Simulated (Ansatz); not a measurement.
## Slab bands of bismuthene, 2 layers

Wanted: the bands of bismuthene, 2 layers, and its levels against the vacuum.

Method: plane-wave DFT, PBE-D3(BJ), Ansatz PAW, in the first sound run; inputs show where later runs differ, in Ansatz 0.2.0.

## (1) The structure

The cell holds 4 atoms: 4 Bi. Its edges and angles: a = 4.340 Å, b = 4.340 Å, c = 24.480 Å, α = 90.0°, β = 90.0°, γ = 120.0°. Regions: layer 1: bismuthene, 2 atoms (2 Bi); layer 2: bismuthene, 2 atoms (2 Bi). Vacuum lies along c.

## (2) Relaxation

The structure is relaxed first, because levels and dipoles at a surface follow the positions of the outer atoms.

Contents of input.yaml:

```yaml
crystal:
  lattice:
    - [4.34, 0.0, 0.0]
    - [-2.17, 3.7585502524, 0.0]
    - [0.0, 0.0, 24.48]
  atoms:
    - { symbol: Bi, position: [0.6666666667, 0.3333333333, 0.3676470588] }
    - { symbol: Bi, position: [0.3333333333, 0.6666666667, 0.4387254902] }
    - { symbol: Bi, position: [0.0, 0.0, 0.5612745098] }
    - { symbol: Bi, position: [0.6666666667, 0.3333333333, 0.6323529412] }
kpoints:
  mp_grid: { grid: [12, 12, 1] }
hamiltonian:
  xc: pbe
  dispersion: d3bj
scf:
  occupations: { method: fermi_dirac, width: 0.1 }
  convergence: { dr2_threshold: 1.0e-08 }
efield:
  axis: 3
  dipole_correction: true
  ramp_position: 0.97
  ramp_width: 0.06
relax:
  f_tol: 0.01
  max_steps: 60
output:
  write_potential: true
  write_density: true
  volumetric_format: npy
```

Run with:

```bash
> ansatz run input.yaml --threads 4 --pin off --max-ram 6144MiB --backend cpu --events-out ev --progress --plain --runs-dir out
```

Numbers of over 12 decimals in the logs are rounded to 6 here.

The program printed:

```text
Engine: ansatz 0.2.0, aarch64-unknown-linux-gnu
Pseudopotentials: kind: paw
Pseudopotential: Bi, paw, valence charge 15, recommended cutoff 420 eV (normal), Bi.paw.azcp
Functional definition: PBE
  parameter kappa = 0.804
  parameter beta = 0.066725
  exchange = pbe_x(kappa = kappa, mu = beta*pi^2/3)
  correlation = pbe_c(beta = beta)
Crystal: 4 atoms, lattice volume = 399.320 Å³
Basis set: ecut = 420 eV, 7851 PW (Γ), exchange–correlation on 60×60×360 points (8 copies of the dense FFT grid, shifted against one another)
Bands: 36, of which v1, the nominal top of the filled ones, is band 30 counted from 1 (29 counted from 0)
Symmetry: 6 space group operations
k-points: 19 of 144 (time reversal used)
Non-local potential: Bi, projectors of the file, l = 0: 2, l = 1: 2, l = 2: 2, l = 3: 2
PAW form: soft (Blöchl's): semilocal exchange-correlation on the pseudo side does not see the compensation charge
PAW one-centre angular grid: Bi, 590 points (default); XC on 64 Gauss nodes
Initial density: superposition of atomic densities (neutral atoms: chi_scale 0, normalization atom), corrected by the library's trained network
Initial wavefunctions: pseudopotential atomic-orbital guess
Functional: x = pbe(κ = 0.804, μ = 0.219515), c = pbe(β = 0.066725)
SCF iter   1: F=—  HF=-49587.106251 eV  |F-HF|=—  |Δ(HF+E_count)|=         —  Δρ=8.89e-4  dr2=1.16e-2  ethr=1.77e-3  p=0.000 e·Å  D=1.74e-14 V/Å  ΔV_dip=-0.00 eV  dr2_dipole=7.05e-8  V_vac-E_F(+/−)=3.97/3.97 eV  ⟨swp⟩=8.4  Hψ=3099  notcnv=0
efield: sawtooth ramp at fractional position 0.9700 (set: `efield.ramp_position`, or a place that a band, a saddle search or an elastic batch's reference lends), width 0.0600; the density the first Hamiltonian is built on has a dipole p = 0.000 e·Å; the dipole correction subtracts the counter field D = 1.74e-14 V/Å, which shifts the + side's vacuum level by -0.00 eV against the − side's; the planar-averaged density in the ramp window peaks in size at 1.4e-5 e/Å³
preconditioner: auto → LDOS  [metal: Δε(μ)=0.216 eV  Ē_g=7.632 eV  σ=0.100 eV  W_gap=0.42  n_scr=68 (ndim 8)  ℏωp=8.3 eV  f_vac=0.582  D(μ)=0.37/eV (n_scr^D=2)  β→1.0]
SCF iter   2: F=—  HF=-49587.122981 eV  |F-HF|=—  |Δ(HF+E_count)|=   1.67e-2  Δρ=1.60e-3  dr2=1.37e-1  ethr=1.94e-5  p=-0.000 e·Å  D=-5.33e-5 V/Å  ΔV_dip=0.00 eV  dr2_dipole=1.16e-6  V_vac-E_F(+/−)=3.69/3.69 eV  ⟨swp⟩=2.8  Hψ=1573  notcnv=0
SCF iter   3: F=—  HF=-49587.109900 eV  |F-HF|=—  |Δ(HF+E_count)|=   1.31e-2  Δρ=5.11e-4  dr2=1.15e-2  ethr=1.94e-5  p=0.000 e·Å  D=8.22e-7 V/Å  ΔV_dip=-0.00 eV  dr2_dipole=1.89e-9  V_vac-E_F(+/−)=3.83/3.83 eV  ⟨swp⟩=2.4  Hψ=1375  notcnv=0
SCF iter   4: F=—  HF=-49587.108656 eV  |F-HF|=—  |Δ(HF+E_count)|=   1.24e-3  Δρ=9.94e-5  dr2=1.94e-4  ethr=1.92e-5  p=0.000 e·Å  D=1.78e-5 V/Å  ΔV_dip=-0.00 eV  dr2_dipole=1.18e-7  V_vac-E_F(+/−)=3.82/3.82 eV  ⟨swp⟩=1.7  Hψ=703  notcnv=0
SCF iter   5: F=—  HF=-49587.108643 eV  |F-HF|=—  |Δ(HF+E_count)|=   1.37e-5  Δρ=1.62e-5  dr2=1.63e-6  ethr=3.24e-7  p=-0.000 e·Å  D=-2.27e-5 V/Å  ΔV_dip=0.00 eV  dr2_dipole=2.07e-7  V_vac-E_F(+/−)=3.82/3.82 eV  ⟨swp⟩=3.0  Hψ=1365  notcnv=0
SCF iter   6: F=—  HF=-49587.108731 eV  |F-HF|=—  |Δ(HF+E_count)|=   8.86e-5  Δρ=7.71e-6  dr2=1.99e-6  ethr=2.72e-9  p=0.000 e·Å  D=4.62e-5 V/Å  ΔV_dip=-0.00 eV  dr2_dipole=8.63e-7  V_vac-E_F(+/−)=3.82/3.82 eV  ⟨swp⟩=2.7  Hψ=1264  notcnv=0
SCF iter   7: F=—  HF=-49587.108731 eV  |F-HF|=—  |Δ(HF+E_count)|=   1.06e-7  Δρ=3.60e-6  dr2=4.42e-7  ethr=2.72e-9  p=-0.000 e·Å  D=-2.20e-5 V/Å  ΔV_dip=0.00 eV  dr2_dipole=1.93e-7  V_vac-E_F(+/−)=3.82/3.82 eV  ⟨swp⟩=1.9  Hψ=765  notcnv=0
SCF iter   8: F=—  HF=-49587.108731 eV  |F-HF|=—  |Δ(HF+E_count)|=   1.04e-8  Δρ=1.24e-6  dr2=2.83e-8  ethr=7.36e-10  p=-0.000 e·Å  D=-4.48e-6 V/Å  ΔV_dip=0.00 eV  dr2_dipole=8.95e-9  V_vac-E_F(+/−)=3.82/3.82 eV  ⟨swp⟩=1.4  Hψ=697  notcnv=0
SCF iter   9: F=-49587.108731 eV  HF=-49587.108731 eV  |F-HF|=6.55e-11  |Δ(HF+E_count)|=   5.30e-9  Δρ=2.95e-7  dr2=1.14e-9  ethr=1.67e-11  p=-0.000 e·Å  D=-8.98e-7 V/Å  ΔV_dip=0.00 eV  dr2_dipole=3.15e-10  V_vac-E_F(+/−)=3.82/3.82 eV  ⟨swp⟩=9.0  Hψ=4574  notcnv=0
SCF 1 converged in 9 iterations: F = -49587.108731 eV  dr2 = 1.14e-9
  greatest PAW one-centre occupation: 0.987 electrons in one spin orbital (limit 2), on the Bi atom at site 1 (counted from 0), in its partial waves of l = 2
relax step   1: F+E_penalty+E_count = -49587.10873113 eV  Δ(F+E_penalty+E_count) = +0.000e0 eV  max|allowed force component| = 2.053e-1 eV/Å  Δτ_max = 0.0000 Å  (9 SCF iters, accepted)
Initial density: handed on by an earlier stage of this run
Initial wavefunctions: those handed on with the density
iter 1 solved again at ethr=1.32e-4 eV; its pass at ethr=3.10e-3 eV (dr2=7.91e-2 eV) is discarded
SCF iter   1: F=—  HF=-49587.168564 eV  |F-HF|=—  |Δ(HF+E_count)|=         —  Δρ=4.45e-3  dr2=8.19e-2  ethr=1.32e-4  p=-0.000 e·Å  D=-8.98e-7 V/Å  ΔV_dip=0.00 eV  dr2_dipole=3.29e-10  V_vac-E_F(+/−)=3.76/3.76 eV  ⟨swp⟩=1.8  Hψ=3072  notcnv=0
efield: sawtooth ramp at fractional position 0.9700 (set: `efield.ramp_position`, or a place that a band, a saddle search or an elastic batch's reference lends), width 0.0600; the density the first Hamiltonian is built on has a dipole p = -0.000 e·Å; the dipole correction subtracts the counter field D = -8.98e-7 V/Å, which shifts the + side's vacuum level by +0.00 eV against the − side's; the planar-averaged density in the ramp window peaks in size at 1.3e-6 e/Å³
preconditioner: auto → LDOS  [insulator: Δε(μ)=0.288 eV  Ē_g=7.808 eV  σ=0.100 eV  W_gap=0.61  n_scr=68 (ndim 8)  ℏωp=8.3 eV  f_vac=0.601  D(μ)=0.47/eV (n_scr^D=2)  ε∞_Penn≈2.1  β→1.0]
SCF iter   2: F=—  HF=-49587.206888 eV  |F-HF|=—  |Δ(HF+E_count)|=   3.83e-2  Δρ=2.74e-3  dr2=3.89e-1  ethr=1.32e-4  p=0.000 e·Å  D=2.27e-6 V/Å  ΔV_dip=-0.00 eV  dr2_dipole=2.19e-9  V_vac-E_F(+/−)=3.62/3.62 eV  ⟨swp⟩=3.4  Hψ=1116  notcnv=0  recentre
SCF iter   3: F=—  HF=-49587.168116 eV  |F-HF|=—  |Δ(HF+E_count)|=   3.88e-2  Δρ=2.26e-3  dr2=6.04e-2  ethr=1.32e-4  p=-0.000 e·Å  D=-5.91e-7 V/Å  ΔV_dip=0.00 eV  dr2_dipole=1.51e-10  V_vac-E_F(+/−)=3.81/3.81 eV  ⟨swp⟩=3.1  Hψ=1037  notcnv=0
SCF iter   4: F=—  HF=-49587.162986 eV  |F-HF|=—  |Δ(HF+E_count)|=   5.13e-3  Δρ=2.38e-4  dr2=1.16e-4  ethr=1.01e-4  p=-0.000 e·Å  D=-3.64e-7 V/Å  ΔV_dip=0.00 eV  dr2_dipole=5.39e-11  V_vac-E_F(+/−)=3.78/3.78 eV  ⟨swp⟩=1.8  Hψ=750  notcnv=0
[...]
preconditioner: auto → LDOS  [insulator: Δε(μ)=0.250 eV  Ē_g=7.862 eV  σ=0.100 eV  W_gap=0.55  n_scr=68 (ndim 8)  ℏωp=8.3 eV  f_vac=0.607  D(μ)=0.51/eV (n_scr^D=2)  ε∞_Penn≈2.1  β→1.0]
SCF iter   2: F=—  HF=-49587.185596 eV  |F-HF|=—  |Δ(HF+E_count)|=   1.31e-2  Δρ=1.61e-3  dr2=1.32e-1  ethr=5.20e-5  p=0.000 e·Å  D=4.75e-6 V/Å  ΔV_dip=-0.00 eV  dr2_dipole=1.15e-8  V_vac-E_F(+/−)=3.65/3.65 eV  ⟨swp⟩=2.9  Hψ=1288  notcnv=0  recentre
SCF iter   3: F=—  HF=-49587.172209 eV  |F-HF|=—  |Δ(HF+E_count)|=   1.34e-2  Δρ=1.30e-3  dr2=2.03e-2  ethr=5.20e-5  p=-0.000 e·Å  D=-1.37e-6 V/Å  ΔV_dip=0.00 eV  dr2_dipole=9.76e-10  V_vac-E_F(+/−)=3.78/3.78 eV  ⟨swp⟩=2.0  Hψ=911  notcnv=0
SCF iter   4: F=—  HF=-49587.170542 eV  |F-HF|=—  |Δ(HF+E_count)|=   1.67e-3  Δρ=1.32e-4  dr2=5.46e-5  ethr=3.38e-5  p=-0.000 e·Å  D=-5.21e-7 V/Å  ΔV_dip=0.00 eV  dr2_dipole=1.02e-10  V_vac-E_F(+/−)=3.76/3.76 eV  ⟨swp⟩=1.8  Hψ=738  notcnv=0
SCF iter   5: F=—  HF=-49587.170570 eV  |F-HF|=—  |Δ(HF+E_count)|=   2.87e-5  Δρ=2.61e-5  dr2=2.09e-6  ethr=9.10e-8  p=0.000 e·Å  D=8.76e-7 V/Å  ΔV_dip=-0.00 eV  dr2_dipole=3.67e-10  V_vac-E_F(+/−)=3.76/3.76 eV  ⟨swp⟩=3.0  Hψ=1383  notcnv=0
SCF iter   6: F=—  HF=-49587.170632 eV  |F-HF|=—  |Δ(HF+E_count)|=   6.21e-5  Δρ=7.54e-6  dr2=1.82e-7  ethr=3.49e-9  p=-0.000 e·Å  D=-1.13e-6 V/Å  ΔV_dip=0.00 eV  dr2_dipole=6.91e-10  V_vac-E_F(+/−)=3.76/3.76 eV  ⟨swp⟩=2.0  Hψ=1259  notcnv=0
SCF iter   7: F=-49587.170633 eV  HF=-49587.170633 eV  |F-HF|=6.91e-10  |Δ(HF+E_count)|=   1.59e-7  Δρ=1.13e-6  dr2=9.23e-9  ethr=1.67e-11  p=0.000 e·Å  D=1.94e-6 V/Å  ΔV_dip=-0.00 eV  dr2_dipole=2.06e-9  V_vac-E_F(+/−)=3.76/3.76 eV  ⟨swp⟩=8.6  Hψ=5584  notcnv=0
SCF 3 converged in 7 iterations: F = -49587.170633 eV  dr2 = 9.23e-9
  greatest PAW one-centre occupation: 0.987 electrons in one spin orbital (limit 2), on the Bi atom at site 2 (counted from 0), in its partial waves of l = 2
relax step   3: F+E_penalty+E_count = -49587.17063254 eV  Δ(F+E_penalty+E_count) = -7.481e-3 eV  max|allowed force component| = 1.314e-1 eV/Å  Δτ_max = 0.1181 Å  (7 SCF iters, accepted)
SCF iter   1: F=—  HF=-49587.174401 eV  |F-HF|=—  |Δ(HF+E_count)|=         —  Δρ=9.16e-4  dr2=4.03e-3  ethr=6.22e-5  p=0.000 e·Å  D=1.94e-6 V/Å  ΔV_dip=-0.00 eV  dr2_dipole=1.93e-9  V_vac-E_F(+/−)=3.77/3.77 eV  ⟨swp⟩=5.2  Hψ=2138  notcnv=0
efield: sawtooth ramp at fractional position 0.9700 (set: `efield.ramp_position`, or a place that a band, a saddle search or an elastic batch's reference lends), width 0.0600; the density the first Hamiltonian is built on has a dipole p = 0.000 e·Å; the dipole correction subtracts the counter field D = 1.94e-6 V/Å, which shifts the + side's vacuum level by -0.00 eV against the − side's; the planar-averaged density in the ramp window peaks in size at 2.0e-6 e/Å³
preconditioner: auto → LDOS  [insulator: Δε(μ)=0.262 eV  Ē_g=7.832 eV  σ=0.100 eV  W_gap=0.57  n_scr=68 (ndim 8)  ℏωp=8.3 eV  f_vac=0.602  D(μ)=0.50/eV (n_scr^D=2)  ε∞_Penn≈2.1  β→1.0]
SCF iter   2: F=—  HF=-49587.176528 eV  |F-HF|=—  |Δ(HF+E_count)|=   2.13e-3  Δρ=6.32e-4  dr2=2.11e-2  ethr=6.72e-6  p=-0.000 e·Å  D=-5.12e-6 V/Å  ΔV_dip=0.00 eV  dr2_dipole=1.36e-8  V_vac-E_F(+/−)=3.82/3.82 eV  ⟨swp⟩=2.1  Hψ=966  notcnv=0  recentre
SCF iter   3: F=—  HF=-49587.174327 eV  |F-HF|=—  |Δ(HF+E_count)|=   2.20e-3  Δρ=4.73e-4  dr2=2.27e-3  ethr=6.72e-6  p=0.000 e·Å  D=1.27e-6 V/Å  ΔV_dip=-0.00 eV  dr2_dipole=7.97e-10  V_vac-E_F(+/−)=3.77/3.77 eV  ⟨swp⟩=2.1  Hψ=852  notcnv=0
SCF iter   4: F=—  HF=-49587.174149 eV  |F-HF|=—  |Δ(HF+E_count)|=   1.78e-4  Δρ=4.27e-5  dr2=4.27e-6  ethr=3.78e-6  p=0.000 e·Å  D=6.03e-7 V/Å  ΔV_dip=-0.00 eV  dr2_dipole=1.80e-10  V_vac-E_F(+/−)=3.77/3.77 eV  ⟨swp⟩=1.8  Hψ=734  notcnv=0
SCF iter   5: F=—  HF=-49587.174229 eV  |F-HF|=—  |Δ(HF+E_count)|=   8.00e-5  Δρ=9.60e-6  dr2=3.20e-7  ethr=7.12e-9  p=-0.000 e·Å  D=-9.12e-7 V/Å  ΔV_dip=0.00 eV  dr2_dipole=4.06e-10  V_vac-E_F(+/−)=3.77/3.77 eV  ⟨swp⟩=2.1  Hψ=1275  notcnv=0
SCF iter   6: F=—  HF=-49587.174229 eV  |F-HF|=—  |Δ(HF+E_count)|=   6.73e-8  Δρ=3.41e-6  dr2=3.24e-8  ethr=5.33e-10  p=0.000 e·Å  D=9.65e-7 V/Å  ΔV_dip=-0.00 eV  dr2_dipole=4.33e-10  V_vac-E_F(+/−)=3.77/3.77 eV  ⟨swp⟩=2.0  Hψ=1259  notcnv=0
SCF iter   7: F=-49587.174230 eV  HF=-49587.174230 eV  |F-HF|=6.53e-9  |Δ(HF+E_count)|=   3.08e-8  Δρ=4.71e-7  dr2=5.96e-9  ethr=1.67e-11  p=-0.000 e·Å  D=-2.13e-6 V/Å  ΔV_dip=0.00 eV  dr2_dipole=2.23e-9  V_vac-E_F(+/−)=3.77/3.77 eV  ⟨swp⟩=9.8  Hψ=5010  notcnv=0
SCF 4 converged in 7 iterations: F = -49587.174230 eV  dr2 = 5.96e-9
relax step   4: F+E_penalty+E_count = -49587.17422951 eV  Δ(F+E_penalty+E_count) = -3.597e-3 eV  max|allowed force component| = 6.202e-3 eV/Å  Δτ_max = 0.0407 Å  (7 SCF iters, accepted)
NSCF: frozen V_eff on 19 k-points
the band table was solved once a step of the walk had ended and its energy, with any forces and stress, was formed, with the checks that follow a solve (3167 applications of the Hamiltonian). They found nothing against the state; the energy, forces and stress were not computed again (output.eigenvalues in the input reference)
SCF converged after 7 iterations
Free energy (F): -49587.174230 eV
Harris-Foulkes:  -49587.174230 eV  (|F-HF|=6.53e-9)
Internal energy: -49587.156082 eV  (E = F + TS)
E sigma→0 (E₀):  -49587.165156 eV
Entropy (-TS):   -0.018148 eV (-4.537 meV/atom)
Fermi energy:    1.078272 eV
Dipole field:    D = 0.000043 V/Å  (p = 0.000094 e·Å, saw-weighted, corrected)
Work function:   Φ+ = 3.7706 eV   Φ− = 3.7716 eV
Levels:          The Fermi level and band energies are counted from a zero that moves with the ramp; work functions are not
--- Per-component energies (eV) ---
  E_band       = -963.365574
  E_kinetic    = 1210.129739
  E_local      = -42711.375895  (includes V_loc(G=0)·N_el)
  E_nonlocal   = 2237.174823
  E_hartree    = 20010.154832
  E_xc         = -603.786227
  E_vxc        = -575.213152  (∫ρ·V_xc dr)
  E_paw        = -42652.999639  (= ΣΔE_a)
  E_vpaw       = -1144.391080  (= ΣTr[D̂ρ^β])
  E_aug_tail   = -0.001741  (compensation charges beyond the density's cutoff)
  E_efield     = 0.000000  (sawtooth field / dipole correction)
  E_vefield    = 0.000000  (∫n·V_field dr)
  E_ewald      = 12924.858171
  E_disp       = -1.310144  (pairwise vdW)
  E_smearing   = -0.018148  (= −TS)
  E_closure    = 0.000000  (closes the sum)
  Σ components = -49587.174230   (vs F -49587.174230, Δ=0.00e0)
--- Forces (eV/Å), atoms counted from 1 ---
  atom   1  Bi     0.00000000    -0.00000000     0.00619610
  atom   2  Bi     0.00000000     0.00000000    -0.00525060
  atom   3  Bi     0.00000000    -0.00000000     0.00525039
  atom   4  Bi     0.00000000     0.00000000    -0.00620470
  max |Σ_I F_I| component: 8.80e-6 eV/Å
--- Band table (eV; the first three rows and the last of 19) ---
  k-point 0: bands = [... 26 lower, 0.3446, 0.4673, 0.6608, 0.6608, 0.9711, 2.6843, 2.6843, 2.8873, ... 2 higher]
  k-point 1: bands = [... 26 lower, -0.0940, 0.1421, 0.5676, 0.9387, 1.6274, 2.2533, 2.8020, 3.0890, ... 2 higher]
  k-point 2: bands = [... 26 lower, -0.3963, -0.2626, 0.2965, 0.5197, 1.7274, 2.4526, 3.0042, 3.1445, ... 2 higher]
  k-point 18: bands = [... 26 lower, -2.0500, -1.2802, -1.2802, -0.8757, 2.0162, 2.0162, 2.9184, 4.5357, ... 2 higher]
--- Relaxed structure (4 steps of the walk, 4 accepted, 0 SCFs on fresh bases) ---
  F+E_penalty+E_count = -49587.17422951 eV   max|allowed force component| = 6.202e-3 eV/Å
  atoms:
    - { symbol: Bi, position: [0.666667, 0.333333, 0.377898] }
    - { symbol: Bi, position: [0.333333, 0.666667, 0.447918] }
    - { symbol: Bi, position: [-2.6967174780876092e-17, -1.8503717076008878e-17, 0.552082] }
    - { symbol: Bi, position: [0.666667, 0.333333, 0.622102] }
```

Wall time 19 s (4 threads of Arm Neoverse V2, shared host); peak memory 0.78 GiB; 72 s of CPU time.

Relaxation path:

| step | energy less that of the first step (eV) | largest force component (eV/Å) |
| --- | --- | --- |
| 1 | 0.0000 | 0.2053 |
| 2 | -0.0544 | 0.2169 |
| 3 | -0.0619 | 0.1314 |
| 4 | -0.0655 | 0.0062 |

The run keeps the 6 symmetry operations that it works with, so distortions that break them were not tested.

The atoms that moved most (Å):

| atom | dx | dy | dz | length |
| --- | --- | --- | --- | --- |
| Bi1 | 0.000 | 0.000 | 0.251 | 0.251 |
| Bi4 | 0.000 | 0.000 | -0.251 | 0.251 |
| Bi3 | 0.000 | 0.000 | -0.225 | 0.225 |
| Bi2 | 0.000 | 0.000 | 0.225 | 0.225 |

The relaxed structure:

```cif
data_structure
_symmetry_space_group_name_H-M 'P 1'
_symmetry_Int_Tables_number 1
_cell_length_a 4.3400
_cell_length_b 4.3400
_cell_length_c 24.4800
_cell_angle_alpha 90.000
_cell_angle_beta 90.000
_cell_angle_gamma 120.000
_cell_volume 399.32
loop_
_atom_site_label
_atom_site_type_symbol
_atom_site_fract_x
_atom_site_fract_y
_atom_site_fract_z
_atom_site_occupancy
Bi1 Bi 0.66667 0.33333 0.37790 1
Bi2 Bi 0.33333 0.66667 0.44792 1
Bi3 Bi 0.00000 0.00000 0.55208 1
Bi4 Bi 0.66667 0.33333 0.62210 1
```

This step gave:

```
energy at zero smearing   : -49587.1652 eV
work function, upper face : 3.771 eV
```

The relaxation took 4 steps and lowered the energy by 0.065 eV; the largest force on the free atoms ends at 0.0062 eV/Å.

The work function of the upper face is 3.77 eV.

(Continued in part 2 of 2.)

[Logs are printed without paths, hosts, clocks, repeated set-up lines and the standing remarks that a program may print on its own settings, such as how far it seeks lower states.]

[Hosts, paths, dates, database ids (printed as entryN), source tags and the programs' standing remarks are cut or masked in the printed files.]

[Maps of the electrostatic potential energy from Ansatz leave out the sawtooth potential of an applied field or a dipole correction, so their vacuum need not be flat; planar profiles and work functions include it.]
